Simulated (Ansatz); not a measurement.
# Electron scattering at the Σ5 (210) boundary in fcc Al, part 2 of 3

How much does the Σ5 (210) boundary in fcc Al reflect electrons?

Ansatz 0.2.0; Ansatz plane-wave DFT, PBE, PAW files; relaxation of a bicrystal slab with its lowest layers held; PAW set soft_1 (the session's first sound run).

So far. Step 2 (Relaxing the bicrystal): The largest force component on a free atom ends at 0.0052 eV/Å, under the tolerance of 0.03, after 12 steps.

### 3. Transmission across the boundary

Bulk layers of each grain are laid under and over the relaxed boundary, and a lead is named in the middle of each, away from the free faces. The mesh across the current, 18×18, is finer than the density's, because channels open and close sharply across the zone. Energies from -0.1 to 0.1 eV in steps of 0.05 eV are too few for the program's thermal sum, so it prints no conductance; for a metal the transmission near the Fermi level serves, at a fraction of the cost.

This step: Ansatz plane-wave DFT, PBE, PAW files; ballistic transport by layer matching (Landauer), zero bias; boundary relaxed in a short slab, bulk layers laid on; PAW set soft_1 (Ansatz 0.2.0).

System of this step: Σ5 (210) boundary in fcc Al. The cell holds 47 atoms: 47 Al. Cell: a = 4.958 Å, b = 4.048 Å, c = 50.093 Å, α = 90.0°, β = 90.0°, γ = 65.9°. It derives from Al. Regions: lower grain, 19 atoms (19 Al); boundary, 13 atoms (13 Al); upper grain, 15 atoms (15 Al). Vacuum lies along c.

Input file input.yaml:

```yaml
crystal:
  lattice:
    - [4.957730497, 0.0, 0.0]
    - [1.6525768323, 3.6952741352, 0.0]
    - [0.0, 0.0, 50.0932581026]
  atoms:
    - { symbol: Al, position: [-15.0, 7.5000000002, 0.0798510648] }
    - { symbol: Al, position: [-14.4, 7.2000000002, 0.0979204347] }
    - { symbol: Al, position: [-13.8, 6.9000000002, 0.1159898046] }
    - { symbol: Al, position: [-13.2, 6.6000000002, 0.1340591745] }
    - { symbol: Al, position: [-12.6, 6.3000000002, 0.1521285443] }
    - { symbol: Al, position: [-12.0, 6.0000000002, 0.1701979142] }
    - { symbol: Al, position: [-11.4, 5.7000000001, 0.1882672841] }
    - { symbol: Al, position: [-10.8, 5.4000000001, 0.206336654] }
    - { symbol: Al, position: [-10.2, 5.1000000001, 0.2244060239] }
    - { symbol: Al, position: [-9.6, 4.8000000001, 0.2424753937] }
    - { symbol: Al, position: [-9.0, 4.5000000001, 0.2605447636] }
    - { symbol: Al, position: [-8.4, 4.2000000001, 0.2786141335] }
    - { symbol: Al, position: [-7.8, 3.9000000001, 0.2966835034] }
    - { symbol: Al, position: [-7.2, 3.6000000001, 0.3147528733] }
    - { symbol: Al, position: [-6.6, 3.3000000001, 0.3328222431] }
    - { symbol: Al, position: [-6.0, 3.0, 0.350891613] }
    - { symbol: Al, position: [-5.4, 2.7, 0.3689609829] }
    - { symbol: Al, position: [-4.8, 2.4, 0.3870303528] }
    - { symbol: Al, position: [-4.2, 2.1, 0.4050997226] }
    - { symbol: Al, position: [0.4, 0.8, 0.4231690925] }
    - { symbol: Al, position: [1.0086821472, 0.4956589264, 0.4415196941] }
    - { symbol: Al, position: [0.6140665734, 0.1929667133, 0.4596560733] }
    - { symbol: Al, position: [0.2187807642, 0.8906096179, 0.4768892191] }
    - { symbol: Al, position: [0.8107044792, 0.5946477604, 0.4957492428] }
    - { symbol: Al, position: [0.4167690852, 0.2916154574, 0.5155687833] }
    - { symbol: Al, position: [0.0121942895, -0.0060971448, 0.5288770648] }
    - { symbol: Al, position: [0.6028751916, 0.6985624042, 0.5545171694] }
    - { symbol: Al, position: [0.004096234, 0.997951883, 0.5800007398] }
    - { symbol: Al, position: [0.4097270708, 0.2951364646, 0.5933037723] }
    - { symbol: Al, position: [0.8039185205, 0.5980407397, 0.6132262804] }
    - { symbol: Al, position: [0.2104017187, 0.8947991407, 0.6319086187] }
    - { symbol: Al, position: [0.606674815, 0.1966625925, 0.649108387] }
    - { symbol: Al, position: [-4.993325185, 2.4966625925, 0.6671777569] }
    - { symbol: Al, position: [-5.593325185, 2.7966625925, 0.6852471267] }
    - { symbol: Al, position: [-6.193325185, 3.0966625925, 0.7033164966] }
    - { symbol: Al, position: [-6.793325185, 3.3966625925, 0.7213858665] }
    - { symbol: Al, position: [-7.393325185, 3.6966625925, 0.7394552364] }
    - { symbol: Al, position: [-7.993325185, 3.9966625926, 0.7575246063] }
    - { symbol: Al, position: [-8.593325185, 4.2966625926, 0.7755939761] }
    - { symbol: Al, position: [-9.193325185, 4.5966625926, 0.793663346] }
    - { symbol: Al, position: [-9.793325185, 4.8966625926, 0.8117327159] }
    - { symbol: Al, position: [-10.393325185, 5.1966625926, 0.8298020858] }
    - { symbol: Al, position: [-10.993325185, 5.4966625926, 0.8478714557] }
    - { symbol: Al, position: [-11.593325185, 5.7966625926, 0.8659408255] }
    - { symbol: Al, position: [-12.193325185, 6.0966625926, 0.8840101954] }
    - { symbol: Al, position: [-12.793325185, 6.3966625926, 0.9020795653] }
    - { symbol: Al, position: [-13.393325185, 6.6966625927, 0.9201489352] }
kpoints:
  mp_grid: { grid: [7, 7, 1] }
hamiltonian:
  xc: pbe
  pseudopotentials: { kind: paw, azcp: { folder: soft_1 } }
scf:
  occupations: { method: fermi_dirac, width: 0.1 }
output:
  transmission:
    leads: [[10, 11], [38, 39]]
    kmesh: [18, 18]
    e_range: [-0.1, 0.1]
    de: 0.05
  write_potential: true
  write_density: true
  volumetric_format: npy
  elf: true
```

The run is started by

```
$ ansatz run input.yaml --threads 4 --pin off --max-ram 15360MiB --backend cpu --events-out ev --progress --plain --runs-dir out
```

Numbers of over 12 decimals in the logs are rounded to 6 here.

Log:

```text
[...]
Crystal: 47 atoms, lattice volume = 917.717 Å³
Basis set: ecut = 420 eV, 17967 PW (Γ)
Bands: 118, of which v1, the nominal top of the filled ones, is band 71 counted from 1 (70 counted from 0)
Symmetry: 2 space group operations
[...]
k-points: 16 of 49 (time reversal used)
[...]
SCF iter   1: F=—  HF=-25263.525923 eV  |F-HF|=—  |Δ(HF+E_count)|=         —  Δρ=2.25e-2  dr2=7.61e1  ethr=3.10e-3  ⟨swp⟩=8.0  Hψ=10350  notcnv=0  defer=89
[...]
SCF iter   9: F=-25260.138397 eV  HF=-25260.138397 eV  |F-HF|=3.07e-8  |Δ(HF+E_count)|=   2.05e-9  Δρ=4.57e-7  dr2=3.32e-8  ethr=7.09e-11  ⟨swp⟩=2.1  Hψ=2933  notcnv=0
SCF 1 converged in 9 iterations: F = -25260.138397 eV  dr2 = 3.32e-8
[...]
transmission: 352 of 3458 steps passed
transmission: 700 of 3458 steps passed
[...]
transmission: 3458 of 3458 steps passed
WARN: The output density's exchange-correlation potential varies sharply where the density is thin. Do not read a vacuum level from v_tot or v_xc, or from such a field of the output density. On a cell that repeats whose density bears no net charge and no dipole along the vacuum's axis use v_es (v_loc + v_h of the components); under efield.dipole_correction with no amplitude use v_es + v_field, which holds any externa [...]
SCF converged after 9 iterations
Free energy (F): -25260.138397 eV
[...]
Internal energy: -25259.540654 eV  (E = F + TS)
E sigma→0 (E₀):  -25259.839525 eV
Entropy (-TS):   -0.597743 eV (-12.718 meV/atom)
Fermi energy:    6.088537 eV
[...]
--- Band table (eV; the first three rows and the last of 16) ---
  k-point 0: bands = [... 67 lower, 6.0928, 6.1777, 6.1887, 6.2967, 6.2985, 6.3201, 6.3279, 6.3454, ... 43 higher]
  k-point 1: bands = [... 67 lower, 5.3393, 5.4677, 5.5878, 5.6478, 5.6890, 5.8507, 5.9294, 5.9866, ... 43 higher]
  k-point 2: bands = [... 67 lower, 5.1658, 5.1885, 5.2729, 5.4660, 5.5923, 5.6765, 5.7887, 5.8867, ... 43 higher]
  k-point 15: bands = [... 67 lower, 7.0264, 7.0454, 7.2071, 7.3373, 7.4002, 7.4734, 7.7828, 7.8842, ... 43 higher]
--- Transmission ---
  basis      : 161 plane waves across, 38 finite elements along
  points     : 91, standing for a mesh of 18 x 18
  energies   : 5 from -0.100000 to 0.100000 eV about the Fermi level, 0.050000 eV apart; the leads are filled to 0.000000 eV, and channels, transmission and decay are at 0.000000 eV
  crystal 0  : Al3, at the sites [10, 11], period 2.7155 Å, over 18.10 Å; its Hamiltonian steps by up to 32.4 meV: too much for a lead, lay more layers or, if its atoms are ordered, name the step of that order
    offset         : up to 0.0000 Å between an atom of the period and one for which it stands
    channels       : 3.552469e0 a spin
    conductance    : none, the energies end too early or step too widely for 300 K: set another output.transmission.e_range or a lower de, or, where they end at an eighth of basis.ecutwfc, a higher one
[...]
channels       : 3.564815e0 a spin
[...]
junction   : crystal 0 to crystal 1, 12.84 to 36.83 Å
    transmission   : 2.302872e0 a spin
[...]
```

Elapsed: 7 min, on 4 threads of Arm Neoverse V1, shared host; peak memory 3.3 GiB; 26 min of CPU time.

In the SCF lines HF is the Harris–Foulkes energy and dr2 the Hartree energy of the density residual, in eV; the loop may stop once dr2 is under the threshold and the program's other checks hold. Hψ counts applications of the Hamiltonian.

Numbers from this step:

| Item | Value |
| --- | --- |
| free energy | -25260.1384 eV |
| energy at zero smearing | -25259.8395 eV |
| Fermi energy | 6.089 eV |
| cell area | 18.32 Å² |
| transmission per spin nearest the Fermi level | 2.303 |
| open channels per spin nearest the Fermi level | 3.552 |
| open channels per spin, upper lead | 3.565 |
| step of the lead's potential | 32.4 meV |
| step of the upper lead's potential | 36.6 meV |

Per spin. The transmission, zone mean by energy, zero at the Fermi level:

```csv
energy (eV),"transmission, zone mean"
-0.1000,2.23
-0.0500,2.25
0.0000,2.30
0.0500,2.34
0.1000,2.38
```

Per spin. The open channels, zone mean by energy, zero at the Fermi level:

```csv
energy (eV),lead,upper lead
-0.1000,3.44,3.44
-0.0500,3.50,3.48
0.0000,3.55,3.56
0.0500,3.61,3.61
0.1000,3.65,3.65
```

Transmission over k1 and k2. At 0.0000 eV from the Fermi level.

Ten even steps from '0' (0.23) to '9' (3.39):
```
444575444300464003
478668744555555554
996869985566266558
878878998663366899
888887999662669997
888886899633699868
787777496454694777
554574645555464754
888888996469988888
545746455554647545
777749645469477778
886899633699868888
879996626699978888
899866336689987887
985566266558996869
445555555544786687
430046400344457544
004555540004555540
```
Columns: k1 (b1) from -0.5 to 0.444; rows upwards: k2 (b2) from -0.5 to 0.444.

Open channels over k1 and k2. At 0.0000 eV from the Fermi level.

Ten even steps from '_' (1.00) to '@' (6.00):
```
========**==========::::==**==::::==
==************========********======
****==%%==******====****==****====**
**==****==************====**********
**======********%%****__****%%******
============**%%%%**::::**%%%%**====
********==**==%%**======**%%==**==**
========**::%%****====****%%::**====
**********%%%%@@%%==%%@@%%%%********
======**::%%****====****%%::**======
****==**==%%**======**%%==**==******
======**%%%%**::::**%%%%**==========
********%%****__****%%********======
************====************==****==
****====****==****====******==%%==**
========********========************
====::::==**==::::==========**======
::::============::::::============::
```
Columns: k1 (b1) from -0.5 to 0.444; rows upwards: k2 (b2) from -0.5 to 0.444.

Valence density in the cb plane at fractional x = 0.000, with atoms of Al within 0.2 Å of it. It is the smooth field of the valence electrons, not physical close to the nuclei.

Values in e/Å³, 6 rows by 16 columns, each cell a mean:
```
0.18 0.21 0.19 0.17 0.15 0.19 0.20 0.19 0.14 0.18 0.20 0.11 0.03 0.01 0.00 0.00
0.20 0.20 0.20 0.19 0.19 0.20 0.20 0.20 0.19 0.20 0.20 0.16 0.06 0.01 0.00 0.00
0.18 0.18 0.21 0.15 0.14 0.21 0.19 0.19 0.09 0.18 0.18 0.21 0.10 0.02 0.00 0.00
0.19 0.19 0.21 0.16 0.15 0.21 0.19 0.19 0.12 0.19 0.19 0.20 0.09 0.02 0.00 0.00
0.19 0.20 0.19 0.19 0.19 0.19 0.20 0.19 0.18 0.19 0.20 0.14 0.05 0.01 0.00 0.00
0.18 0.20 0.19 0.15 0.13 0.18 0.20 0.19 0.13 0.18 0.20 0.11 0.03 0.01 0.00 0.00
```
Columns run along c (16.0 Å, from fractional 0.68 to 1.00 of the cell), rows up along b (4.0 Å). Atoms in or near the plane, at fractional coordinates: Al at (0.76, 0.00), Al at (0.85, 0.50).

ELF in the cb plane at fractional x = 0.000, with atoms of Al within 0.2 Å of it. It is the smooth field of the valence electrons, not physical close to the nuclei.

Values, 6 rows by 16 columns, each cell a mean:
```
0.52 0.59 0.55 0.38 0.31 0.54 0.58 0.55 0.34 0.53 0.63 0.45 0.12 0.02 0.00 0.00
0.59 0.59 0.60 0.54 0.51 0.60 0.60 0.59 0.46 0.59 0.61 0.64 0.38 0.09 0.01 0.00
0.45 0.52 0.59 0.39 0.34 0.59 0.53 0.52 0.17 0.46 0.50 0.74 0.63 0.19 0.02 0.00
0.50 0.54 0.61 0.42 0.38 0.61 0.55 0.55 0.20 0.51 0.53 0.73 0.58 0.17 0.02 0.00
0.58 0.61 0.59 0.54 0.51 0.59 0.61 0.58 0.49 0.58 0.64 0.58 0.29 0.06 0.01 0.00
0.50 0.56 0.54 0.32 0.29 0.53 0.56 0.54 0.29 0.51 0.60 0.41 0.09 0.01 0.00 0.00
```
Columns run along c (16.0 Å, from fractional 0.68 to 1.00 of the cell), rows up along b (4.0 Å). Atoms in or near the plane, at fractional coordinates: Al at (0.76, 0.00), Al at (0.85, 0.50).

Electrostatic potential energy in the cb plane at fractional x = 0.000, with atoms of Al within 0.2 Å of it. With pseudopotentials it is smooth inside the atoms' cores, unlike the true potential.

Values in eV, 6 rows by 16 columns, each cell a mean:
```
 5 -1  5 -4 -4  5  1  4  7  4 -1  7 10 10 10 10
 3  5  5  3  2  5  5  4 -3  4  5  6  9 10 10 10
-3  4 -1  7  7 -2  1 -1  2 -2  4  0  8 10 10 10
-2  4  1  7  7  0  2  1 -3 -1  4  1  8 10 10 10
 5  4  6  0 -1  5  5  5  1  5  4  7  9 10 10 10
 4 -3  5 -3 -2  4  0  4  8  4 -3  7 10 10 10 10
```
Columns run along c (16.0 Å, from fractional 0.68 to 1.00 of the cell; values clipped at the 3rd and 97th percentile), rows up along b (4.0 Å). Atoms in or near the plane, at fractional coordinates: Al at (0.76, 0.00), Al at (0.85, 0.50).

Over the solved energies the transmission per spin lies between 2.23 and 2.38, out of 3.55 channels of the lead on average (up to 3.65). The log calls the step of a lead's potential too much.

### 4. Specific resistance

This step: Ansatz plane-wave DFT, PBE, PAW files; ballistic transport by layer matching (Landauer), zero bias; specific resistance of the boundary; PAW set soft_1 (Ansatz 0.2.0).

Numbers from this step:

| Property | Result |
| --- | --- |
| area resistance | 0.3612 fΩ m² |
| T over the leads' mean channel count | 0.6485 |

Averaged over the energies near the Fermi level, 64.9 % of the channels pass, which makes 0.361 fΩ m².

By hand, with T and the leads' channels N averaged over the energies near the Fermi level: RA = A (h/2e²)(1/T − ½[1/N₁ + 1/N₂]) = 18.32×10⁻²⁰ m² × 12 906 Ω × (1/2.301 − ½[1/3.548 + 1/3.548]) = 0.361 fΩ m².

[end of part 2 of 3]

[Logs are printed without paths, hosts, clocks, repeated set-up lines and the standing remarks that a program may print on its own settings, such as how far it seeks lower states.]

[Hosts, paths, dates, database ids (printed as entryN), source tags and the programs' standing remarks are cut or masked in the printed files.]
